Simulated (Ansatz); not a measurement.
LaBiS2O (P4/nmm), computed twice by G0W0.

The structure is tetragonal, space group P4/nmm (No. 129). The conventional cell has a = 4.065 Å, b = 4.065 Å, c = 13.861 Å, α = 90.00°, β = 90.00°, γ = 90.00°. La has 4 O at 2.38 Å and 4 S at 3.20 Å nearest. Nearest to Bi lie 5 S at 2.48 to 2.89 Å. Nearest to S lie 4 Bi at 2.89 Å. S has 1 Bi at 2.48 Å and 4 La at 3.20 Å nearest. Nearest to O lie 4 La at 2.38 Å. Farther neighbours and most contacts between anions are not listed.

```yaml
crystal:
  lattice:
    - [4.06460, 0.00000, 0.00000]
    - [0.00000, 4.06460, 0.00000]
    - [0.00000, 0.00000, 13.86140]
  atoms:
    - { symbol: La, position: [0.50000, 0.00000, 0.58924] }
    - { symbol: La, position: [0.00000, 0.50000, 0.41076] }
    - { symbol: Bi, position: [0.00000, 0.50000, 0.87006] }
    - { symbol: Bi, position: [0.50000, 0.00000, 0.12994] }
    - { symbol: S, position: [0.50000, 0.00000, 0.88843] }
    - { symbol: S, position: [0.00000, 0.50000, 0.11157] }
    - { symbol: S, position: [0.00000, 0.50000, 0.69097] }
    - { symbol: S, position: [0.50000, 0.00000, 0.30903] }
    - { symbol: O, position: [0.00000, 0.00000, 0.50000] }
    - { symbol: O, position: [0.50000, 0.50000, 0.50000] }
```

Geometry: measured lattice cell, ions relaxed with r2SCAN; the structure entry is the Materials Project's. The runs that relaxed it are not among those shown. Spin-orbit coupling is left out unless a run names it.

The first (Ansatz 0.2.0; start r2SCAN, 4×4×2 mesh, 156 empty bands, screening to 45 eV, PAW set soft_1 files; 1 × NVIDIA GB200 (shared by 2 runs) with 24 threads of Arm Neoverse V2, shared host) gave, on its mesh: starting gap 1.14 eV, G0W0 gap 1.21 eV, RPA ε∞ (mean) 15.45, 4.3 s.

**Question.** The second changes empty bands from 156 to 443 and screening cutoff (eV) from 45 to 90. What does it give?

It gave: starting gap 1.14 eV, G0W0 gap 1.30 eV, RPA ε∞ (mean) 15.04, 8.2 s. The G0W0 gap moves by +0.09 eV, +0.00 eV from the start and +0.09 eV from the correction. Σc changes by −0.41 eV at the valence top and −0.32 eV at the conduction bottom, and Σx − Vxc between them by +0.00 eV.

Limits: not at the basis limit; f levels unsure; no spin-orbit coupling; coarse k mesh.

[Paths, hosts, dates, memory and timing lines, banners, echoed tables and standing remarks are left out of the program output.]

[Logs are printed without paths, hosts, clocks, repeated set-up lines and the standing remarks that a program may print on its own settings, such as how far it seeks lower states.]

[Runs of the session that timed out or met a known fault of the program may be left out.]

[Cells called generated may have been cut or substituted from an entry of the Crystallography Open Database or the Materials Project.]

[Hosts, paths, dates, database ids (printed as entryN), source tags and the programs' standing remarks are cut or masked in the printed files.]
